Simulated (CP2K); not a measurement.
Consider 2-silylimidazole at its PBE geometry (Å).

```xyz
12

Si    2.1125    0.1002   -0.2677
C     0.2539    0.1182   -0.1499
N    -0.5342    0.9347   -0.8573
C    -1.8250    0.6540   -0.4729
C    -1.8408   -0.3449    0.4808
N    -0.5205   -0.6808    0.6744
H     2.5572   -0.2553   -1.6428
H     2.6705    1.4299    0.0997
H     2.6173   -0.9260    0.6918
H    -2.6723    1.1821   -0.8987
H    -2.6447   -0.8318    1.0197
H    -0.1740   -1.3802    1.3228
```

Method: CP2K XAS_TDP, all-electron GAPW, PBEh(45%), aug-pc-1, TDA, GW2X-corrected core level, no relativity.

Where do the C K-edge lines lie, and how strong are they?

Leading lines: C2 287.14 eV, C4 287.77 eV and C5 287.70 eV. The leading line of an atom is its first one with 35 % of the strongest within 2.5 eV of its lowest line over the strength cut. Core ionisation energies at this level: C4 291.60, C5 292.08 and C2 292.01 eV.

The first six lines of each atom with a strength over 0.0015:

| atom | energy (eV) | states | strength, one atom | above the computed threshold |
| --- | --- | --- | --- | --- |
| C2 (bonded to 2 N and Si) | 287.14 | 1 | 0.0497 |  |
|  | 289.94 | 1 | 0.0079 |  |
|  | 290.40 | 1 | 0.0091 |  |
|  | 290.72 | 1 | 0.0059 |  |
|  | 290.77 | 1 | 0.0033 |  |
|  | 291.17 | 1 | 0.0022 |  |
| C4 (bonded to C, N and H) | 287.77 | 1 | 0.0565 |  |
|  | 289.84 | 1 | 0.0056 |  |
|  | 290.32 | 1 | 0.0042 |  |
|  | 291.11 | 1 | 0.0017 |  |
|  | 291.20 | 1 | 0.0017 |  |
|  | 291.38 | 1 | 0.0018 |  |
| C5 (bonded to C, N and H) | 287.70 | 1 | 0.0528 |  |
|  | 289.78 | 1 | 0.0107 |  |
|  | 290.41 | 1 | 0.0028 |  |
|  | 290.67 | 1 | 0.0036 |  |
|  | 291.90 | 1 | 0.0032 |  |
|  | 291.96 | 1 | 0.0023 |  |

Lines are vertical, at one geometry, with no vibrational structure. GW2X ionisation energies and lines can be off by 1 to 2 eV either way, and a good line position may hide errors that cancel. These values hold no scalar relativity, about 0.1 eV for C 1s. Rydberg lines, and the discretised continuum above threshold, depend on the basis and the box.

[Banner, clock and machine lines of the logs are left out without a mark of their own.]

[Logs are printed without paths, hosts, clocks, repeated set-up lines and the standing remarks that a program may print on its own settings, such as how far it seeks lower states.]

[Hosts, paths, dates, database ids (printed as entryN), source tags and the programs' standing remarks are cut or masked in the printed files.]
